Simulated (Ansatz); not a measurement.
# Free carriers and the phonons of GaN (F-43m), part 2 of 2

Aim: how far do free carriers move the optical modes of GaN (F-43m)?

Ansatz 0.2.0; DFT LDA, scalar-relativistic, plane waves, PAW; PAW set soft_1.

So far. Step 3 (Tight relaxation): The forces vanish by symmetry and the pressure is -0.001 GPa, within the tolerances set. The cell now holds 11.05 Å³/atom. The relaxed cell has a = 4.455 Å (conventional setting).

## 4. Ground state of a member: no carriers

The cell of the neutral crystal is kept with no carriers. The bands are sampled on 30×30×30 points with Fermi-Dirac filling of 0.03 eV.

Input file input.yaml:

```yaml
crystal:
  lattice:
    - [0.0, 2.2276025184, 2.2276025184]
    - [2.2276025184, 0.0, 2.2276025184]
    - [2.2276025184, 2.2276025184, 0.0]
  atoms:
    - { symbol: "N", position: [0.25, 0.25, 0.25] }
    - { symbol: Ga, position: [0.0, 0.0, 0.0] }
kpoints:
  mp_grid: { grid: [30, 30, 30] }
hamiltonian:
  xc: lda
  pseudopotentials: { kind: paw, azcp: { folder: soft_1 }, xc_functional: pbe }
scf:
  occupations: { method: fermi_dirac, width: 0.03 }
output:
  forces: true
  stress: true
  eigenvalues: true
```

On the command line:

```bash
ansatz run input.yaml --threads 8 --pin off --max-ram 16384MiB --backend cpu --events-out ev --progress --plain --runs-dir out
```

Numbers of over 12 decimals in the logs are rounded to 6 here.

Log:

```text
[...]
Crystal: 2 atoms, lattice volume = 22.108 Å³
Basis set: ecut = 420 eV, 411 PW (Γ)
Bands: 13, of which v1, the nominal top of the filled ones, is band 9 counted from 1 (8 counted from 0)
Symmetry: 24 space group operations
[...]
k-points: 752 of 27000 (time reversal used)
[...]
SCF iter   1: F=—  HF=-4082.731317 eV  |F-HF|=—  |Δ(HF+E_count)|=         —  Δρ=1.07e-1  dr2=2.22e0  ethr=3.10e-3  ⟨swp⟩=4.7  Hψ=49948  notcnv=0
[...]
SCF iter   7: F=-4082.087825 eV  HF=-4082.087825 eV  |F-HF|=5.05e-11  |Δ(HF+E_count)|=   6.45e-9  Δρ=9.70e-7  dr2=9.20e-11  ethr=1.66e-10  ⟨swp⟩=4.3  Hψ=34836  notcnv=0
SCF 1 converged in 7 iterations: F = -4082.087825 eV  dr2 = 9.20e-11
[...]
SCF converged after 7 iterations
Free energy (F): -4082.087825 eV
[...]
Internal energy: -4082.087825 eV  (E = F + TS)
E sigma→0 (E₀):  -4082.087825 eV
Fermi energy:    10.842164 eV
[...]
--- Stress (GPa, compression-positive) ---
        0.000549       0.000000      -0.000000
       -0.000000       0.000549       0.000000
       -0.000000       0.000000       0.000549
  P = ⅓ Tr σ = 0.0005 GPa (0.005 kbar)
--- Band table (eV; the first three rows and the last of 752) ---
  k-point 0: bands = [... 5 lower, -3.4683, 9.8054, 9.8054, 9.8054, 11.7667, 20.1474, 20.1474, 20.1474]
  k-point 1: bands = [... 5 lower, -3.4685, 9.6437, 9.7922, 9.7922, 11.8983, 20.0806, 20.1685, 20.1685]
  k-point 2: bands = [... 5 lower, -3.4691, 9.2453, 9.7535, 9.7535, 12.2074, 19.8984, 20.2287, 20.2287]
  k-point 751: bands = [... 5 lower, -1.2756, 3.8869, 5.9247, 5.9519, 15.9464, 18.3571, 20.2861, 20.8735]
```

Run time: 3.6 s. Hardware: 8 threads of Arm Neoverse V1, shared host; peak memory 0.58 GiB; 26 s of CPU time.

Reading the cycles: dr2 is the Hartree energy of the density residual (eV), the measure of convergence; HF is the Harris–Foulkes estimate of the energy, which meets the free energy F at convergence.

The forces vanish by symmetry.

## 5. Modes of this member: no carriers

Phonons follow from the second derivative of the energy, found here by linear response.

The zone-centre modes follow for no carriers.

input.yaml, as its differences from that of step 4:

```diff
@@ -16,4 +16,4 @@
 output:
-  forces: true
-  stress: true
   eigenvalues: true
+phonons:
+  method: dfpt
```

Log:

```text
zone centre: on kpoints.mp_grid the ground state, and the responses unless they are solved on pairs of k-points, stand on 1992 of the mesh's 27000 k-points, reduced under 8 symmetry operations, with k and −k counted as one. Each operation leaves every solved displacement unchanged or reverses it
[...]
Crystal: 2 atoms, lattice volume = 22.108 Å³
Basis set: ecut = 420 eV, 411 PW (Γ), exchange–correlation on 48×48×48 points (8 copies of the dense FFT grid, shifted against one another)
Bands: 13, of which v1, the nominal top of the filled ones, is band 9 counted from 1 (8 counted from 0)
Symmetry: 24 space group operations
k-points: 1992 of 27000 (irreducible under 8 space group operations, time reversal used)
[...]
SCF iter   1: F=—  HF=-4082.731319 eV  |F-HF|=—  |Δ(HF+E_count)|=         —  Δρ=1.07e-1  dr2=2.22e0  ethr=3.10e-3  ⟨swp⟩=4.7  Hψ=132370  notcnv=0
[...]
SCF iter   8: F=-4082.087826 eV  HF=-4082.087826 eV  |F-HF|=9.09e-13  |Δ(HF+E_count)|=  1.36e-12  Δρ=5.52e-8  dr2=3.46e-13  ethr=1.00e-12  ⟨swp⟩=5.0  Hψ=105702  notcnv=0
the search or the solves at the SCF's close seem to have found levels that the self-consistency loop had missed (the run counts 2). By its estimate they hold under 1e-12 electrons; where the run keeps them, the occupations were computed again with them
SCF 1 converged in 8 iterations: F = -4082.087826 eV  dr2 = 3.46e-13
[...]
DFPT response loops at Γ: preconditioner auto → none (the input reference at scf.mixing.eps_inf says where Resta's filter doesn't serve); β = 0.50; Broyden in place of MSR1
SCF converged after 8 iterations
Free energy (F): -4082.087826 eV
[...]
Internal energy: -4082.087826 eV  (E = F + TS)
E sigma→0 (E₀):  -4082.087826 eV
Fermi energy:    10.842161 eV
[...]
--- Band table (eV; the first three rows and the last of 1992) ---
  k-point 0: bands = [... 5 lower, -3.4683, 9.8054, 9.8054, 9.8054, 11.7667, 20.1474, 20.1474, 20.1474]
  k-point 1: bands = [... 5 lower, -3.4685, 9.6437, 9.7922, 9.7922, 11.8983, 20.0806, 20.1685, 20.1685]
  k-point 2: bands = [... 5 lower, -3.4691, 9.2453, 9.7535, 9.7535, 12.2074, 19.8984, 20.2287, 20.2287]
  k-point 1991: bands = [... 5 lower, -1.2756, 3.8869, 5.9247, 5.9519, 15.9464, 18.3571, 20.2861, 20.8735]
--- Phonons (Γ-DFPT): 2 representative perturbations + reference, on 1992 of 27000 k-points (Σ response iterations 6) ---
  k mesh reduced under 8 symmetry operations, with k and −k counted as one. Each operation leaves every solved displacement unchanged or reverses it
  ASR residual: 3.932e-5 → 0.000e0 eV/Å²; symmetrization residual: 1.407e-6 eV/Å²
  ASR residual per site (eV/Å²): 2.12e-5 3.93e-5
  Γ frequencies (cm⁻¹): 0.00 0.00 0.00 552.51 552.51 552.51
  non-analytic LO–TO correction: not included (Born effective charges unavailable; polar crystals: no LO–TO splitting at Γ)
```

Wall time 30 s (8 threads); peak memory 2 GiB; 3.3 min of CPU time.

Numbers from this step:

```
sum-rule residual before enforcement                    : 3.93e-5 eV/Å²
point group                                             : -43m
highest optical mode at the zone centre (no LO-TO term) : 552.5 cm⁻¹
lowest optical zone-centre mode                         : 552.5 cm⁻¹
```

Without the LO-TO term. Patterns of degenerate modes are one choice out of their space. Modes at Γ, with each element's share of the kinetic energy:

```csv
mode,frequency (cm⁻¹),symmetry,N %,Ga %
1,0.0,acoustic,17,83
2,0.0,acoustic,17,83
3,0.0,acoustic,17,83
4,552.5,T2,83,17
5,552.5,T2,83,17
6,552.5,T2,83,17
```

Displacements in mode 5 (552.5 cm⁻¹), the largest set to 1:
```
N1   0.00  1.00  0.00
Ga2  0.00 -0.20  0.00
```

The optical mode without the LO-TO term lies at 552.5 cm⁻¹.

## 6. Ground state of a member: 15 × 10²⁰ holes per cm³

The cell of the neutral crystal is kept with 15 × 10²⁰ holes per cm³, balanced by a uniform background. The bands are sampled on 30×30×30 points with Fermi-Dirac filling of 0.03 eV.

input.yaml, as its differences from that of step 5:

```diff
@@ -8,2 +8,3 @@
     - { symbol: Ga, position: [0.0, 0.0, 0.0] }
+total_charge: 0.033162
 kpoints:
@@ -16,4 +17,4 @@
 output:
+  forces: true
+  stress: true
   eigenvalues: true
-phonons:
-  method: dfpt
```

Log:

```text
[...]
Crystal: 2 atoms, lattice volume = 22.108 Å³
Basis set: ecut = 420 eV, 411 PW (Γ)
Bands: 13, of which v1, the nominal top of the filled ones, is band 9 counted from 1 (8 counted from 0)
Symmetry: 24 space group operations
[...]
k-points: 752 of 27000 (time reversal used)
[...]
--- Band table (eV; the first three rows and the last of 752) ---
  k-point 0: bands = [... 5 lower, -3.4684, 9.7686, 9.7686, 9.7686, 11.7622, 20.1608, 20.1608, 20.1608]
  k-point 1: bands = [... 5 lower, -3.4687, 9.6091, 9.7554, 9.7554, 11.8918, 20.0938, 20.1819, 20.1819]
  k-point 2: bands = [... 5 lower, -3.4692, 9.2146, 9.7170, 9.7170, 12.1981, 19.9109, 20.2418, 20.2418]
  k-point 751: bands = [... 5 lower, -1.2938, 3.8752, 5.9110, 5.9414, 15.9491, 18.3357, 20.2968, 20.8774]
[key lines of the parts left out:]
SCF converged after 7 iterations
Free energy (F): -4082.409547 eV
Fermi energy:    9.610034 eV
P = ⅓ Tr σ = 0.7164 GPa (7.164 kbar)
```

Elapsed: 3.4 s, on 8 threads; peak memory 0.58 GiB; 24 s of CPU time.

The forces vanish by symmetry.

## 7. Modes of this member: 15 × 10²⁰ holes per cm³

The zone-centre modes follow for 15 × 10²⁰ holes per cm³.

input.yaml, as its differences from that of step 6:

```diff
@@ -17,4 +17,4 @@
 output:
-  forces: true
-  stress: true
   eigenvalues: true
+phonons:
+  method: dfpt
```

Log:

```text
[...]
Crystal: 2 atoms, lattice volume = 22.108 Å³
Basis set: ecut = 420 eV, 411 PW (Γ), exchange–correlation on 48×48×48 points (8 copies of the dense FFT grid, shifted against one another)
Bands: 13, of which v1, the nominal top of the filled ones, is band 9 counted from 1 (8 counted from 0)
Symmetry: 24 space group operations
k-points: 1992 of 27000 (irreducible under 8 space group operations, time reversal used)
[...]
k-point 1: bands = [... 5 lower, -3.4687, 9.6091, 9.7555, 9.7555, 11.8919, 20.0938, 20.1819, 20.1819]
  k-point 2: bands = [... 5 lower, -3.4693, 9.2146, 9.7170, 9.7170, 12.1981, 19.9109, 20.2418, 20.2418]
  k-point 1991: bands = [... 5 lower, -1.2938, 3.8752, 5.9110, 5.9414, 15.9491, 18.3357, 20.2968, 20.8774]
[...]
ASR residual: 1.352e-5 → 0.000e0 eV/Å²; symmetrization residual: 1.335e-6 eV/Å²
  ASR residual per site (eV/Å²): 1.21e-5 1.35e-5
  Γ frequencies (cm⁻¹): 0.00 0.00 0.00 539.69 539.69 539.69
[...]
[key lines of the parts left out:]
SCF converged after 9 iterations
Free energy (F): -4082.409547 eV
Fermi energy:    9.610046 eV
```

The job ended after 31 s (8 threads; peak memory 2 GiB).

Numbers from this step:

```
sum-rule residual before enforcement                    : 1.35e-5 eV/Å²
highest optical mode at the zone centre (no LO-TO term) : 539.7 cm⁻¹
lowest optical zone-centre mode                         : 539.7 cm⁻¹
```

Without the LO-TO term. Patterns of degenerate modes are one choice out of their space. The modes at Γ (shares of kinetic energy by element, %):

| mode | frequency (cm⁻¹) | symmetry | N % | Ga % |
| --- | --- | --- | --- | --- |
| 1 | 0.0 | acoustic | 17 | 83 |
| 2 | 0.0 | acoustic | 17 | 83 |
| 3 | 0.0 | acoustic | 17 | 83 |
| 4 | 539.7 | T2 | 83 | 17 |
| 5 | 539.7 | T2 | 83 | 17 |
| 6 | 539.7 | T2 | 83 | 17 |

The optical mode without the LO-TO term lies at 539.7 cm⁻¹.

Between step 5 and this run (carriers -15 × 10²⁰ cm⁻³) the value for the highest optical mode at the zone centre (no LO-TO term) moves from 553 cm⁻¹ to 540 cm⁻¹ (-2 %).

## 8. A check on a coarser mesh: 2 × 10²⁰ holes per cm³

To see what the mesh is worth, the run for 2 × 10²⁰ holes per cm³ is repeated on 24×24×24 points.

input.yaml, as its differences from that of step 7:

```diff
@@ -8,5 +8,5 @@
     - { symbol: Ga, position: [0.0, 0.0, 0.0] }
-total_charge: 0.033162
+total_charge: 0.004422
 kpoints:
-  mp_grid: { grid: [30, 30, 30] }
+  mp_grid: { grid: [24, 24, 24] }
 hamiltonian:
```

Log:

```text
[...]
Crystal: 2 atoms, lattice volume = 22.108 Å³
Basis set: ecut = 420 eV, 411 PW (Γ), exchange–correlation on 48×48×48 points (8 copies of the dense FFT grid, shifted against one another)
Bands: 13, of which v1, the nominal top of the filled ones, is band 9 counted from 1 (8 counted from 0)
Symmetry: 24 space group operations
k-points: 1063 of 13824 (irreducible under 8 space group operations, time reversal used)
[...]
k-point 1: bands = [... 5 lower, -3.4687, 9.5562, 9.7798, 9.7798, 11.9634, 20.0461, 20.1819, 20.1819]
  k-point 2: bands = [... 5 lower, -3.4695, 8.9916, 9.7203, 9.7203, 12.3889, 19.7786, 20.2723, 20.2723]
  k-point 1062: bands = [... 5 lower, -1.2746, 3.8920, 5.9102, 5.9408, 15.9948, 18.3796, 20.2323, 20.8614]
[...]
ASR residual: 1.836e-5 → 0.000e0 eV/Å²; symmetrization residual: 1.303e-6 eV/Å²
  ASR residual per site (eV/Å²): 1.84e-5 1.73e-5
  Γ frequencies (cm⁻¹): 0.00 0.00 0.00 548.27 548.27 548.27
[...]
[key lines of the parts left out:]
SCF converged after 9 iterations
Free energy (F): -4082.131250 eV
Fermi energy:    9.779626 eV
```

Run time: 17 s. Hardware: 8 threads; peak memory 1.2 GiB.

This step gave:

- sum-rule residual before enforcement: 1.84e-5 eV/Å²
- highest optical mode at the zone centre (no LO-TO term): 548.3 cm⁻¹
- lowest optical zone-centre mode: 548.3 cm⁻¹

The highest mode comes at 548.3 cm⁻¹, against 548.1 cm⁻¹ on 30×30×30 points.

## 9. A check on a coarser mesh: 10 × 10²⁰ holes per cm³

To see what the mesh is worth, the run for 10 × 10²⁰ holes per cm³ is repeated on 24×24×24 points.

input.yaml, as its differences from that of step 8:

```diff
@@ -8,3 +8,3 @@
     - { symbol: Ga, position: [0.0, 0.0, 0.0] }
-total_charge: 0.004422
+total_charge: 0.022108
 kpoints:
```

Log:

```text
[...]
Crystal: 2 atoms, lattice volume = 22.108 Å³
Basis set: ecut = 420 eV, 411 PW (Γ), exchange–correlation on 48×48×48 points (8 copies of the dense FFT grid, shifted against one another)
Bands: 13, of which v1, the nominal top of the filled ones, is band 9 counted from 1 (8 counted from 0)
Symmetry: 24 space group operations
k-points: 1063 of 13824 (irreducible under 8 space group operations, time reversal used)
[...]
k-point 1: bands = [... 5 lower, -3.4688, 9.5383, 9.7602, 9.7602, 11.9595, 20.0531, 20.1891, 20.1891]
  k-point 2: bands = [... 5 lower, -3.4696, 8.9761, 9.7009, 9.7009, 12.3834, 19.7850, 20.2792, 20.2792]
  k-point 1062: bands = [... 5 lower, -1.2843, 3.8858, 5.9029, 5.9352, 15.9961, 18.3679, 20.2383, 20.8637]
[...]
ASR residual: 1.227e-5 → 0.000e0 eV/Å²; symmetrization residual: 1.279e-6 eV/Å²
  ASR residual per site (eV/Å²): 1.23e-5 1.02e-5
  Γ frequencies (cm⁻¹): 0.00 0.00 0.00 541.52 541.52 541.52
[...]
[key lines of the parts left out:]
SCF converged after 9 iterations
Free energy (F): -4082.303028 eV
Fermi energy:    9.660840 eV
```

It took 17 s on 8 threads; peak memory 1.2 GiB.

This step gave:

| Property | Result |
| --- | --- |
| sum-rule residual before enforcement | 1.23e-5 eV/Å² |
| highest optical mode at the zone centre (no LO-TO term) | 541.5 cm⁻¹ |
| lowest optical zone-centre mode | 541.5 cm⁻¹ |

The highest mode comes at 541.5 cm⁻¹, against 541.6 cm⁻¹ on 30×30×30 points.

## 10. The series together

The members are set side by side, also those not shown above.

Electrons count positive and holes negative; without the LO-TO term; modes are tracked from the neutral crystal by their patterns, and those within 0.3 cm⁻¹ of each other stand once; the cell of the neutral crystal is kept and the atoms are relaxed where symmetry leaves them free; all runs use 30×30×30 k points and Fermi-Dirac smearing of 0.03 eV. Optical modes along the series:

| carriers (10²⁰ cm⁻³) | mode 4 T2 (cm⁻¹) |
| --- | --- |
| -15 | 539.7 |
| -10 | 541.6 |
| -6 | 543.9 |
| -4 | 545.7 |
| -2 | 548.1 |
| -1 | 549.9 |
| 0 | 552.5 |

## 11. Summary of results

| Item | Value |
| --- | --- |
| members | 7 |
| mode | mode 4 T2 |
| its frequency without carriers | 552.51 cm⁻¹ |
| its frequency at -15 × 10²⁰ cm⁻³ | 539.69 cm⁻¹ |

**Reading.** At 15 × 10²⁰ holes per cm³ the optical mode has moved by -12.82 cm⁻¹ from 552.51 cm⁻¹. At 2 and 10 × 10²⁰ cm⁻³ the coarser mesh moves the optical modes by up to 0.12 cm⁻¹, a measure of the error left by the mesh there. The response is adiabatic: the carriers follow the ions at once. Where they cannot, as for a zone-centre mode faster than their scattering, measured shifts differ, and line shapes are not given here. A static distortion lets holes move between the bands that it splits, which a fast mode allows only in part, so this softening can be well above the one seen in Raman spectra. The background stands for dopants without their size, scattering or local bonds, and the cell is that of the neutral crystal, although carriers also change the volume at rest, which would shift the modes as well. Spin-orbit coupling, which splits the valence bands that hold the holes, is left out. In a polar crystal the carriers also screen the field of the longitudinal modes, often the largest effect; only modes without that field are treated here. These are harmonic frequencies of a static lattice, with warm electrons: anharmonic shifts, linewidths and thermal expansion are left out. The PAW files were made for PBE; the program adapts parts of them to the functional of the run, but their partial waves stay those of PBE, an approximation that was not tested in this session. Only the zone centre was solved, so an instability at another wavevector cannot show here.

[Logs are printed without paths, hosts, clocks, repeated set-up lines and the standing remarks that a program may print on its own settings, such as how far it seeks lower states.]

[Hosts, paths, dates, database ids (printed as entryN), source tags and the programs' standing remarks are cut or masked in the printed files.]
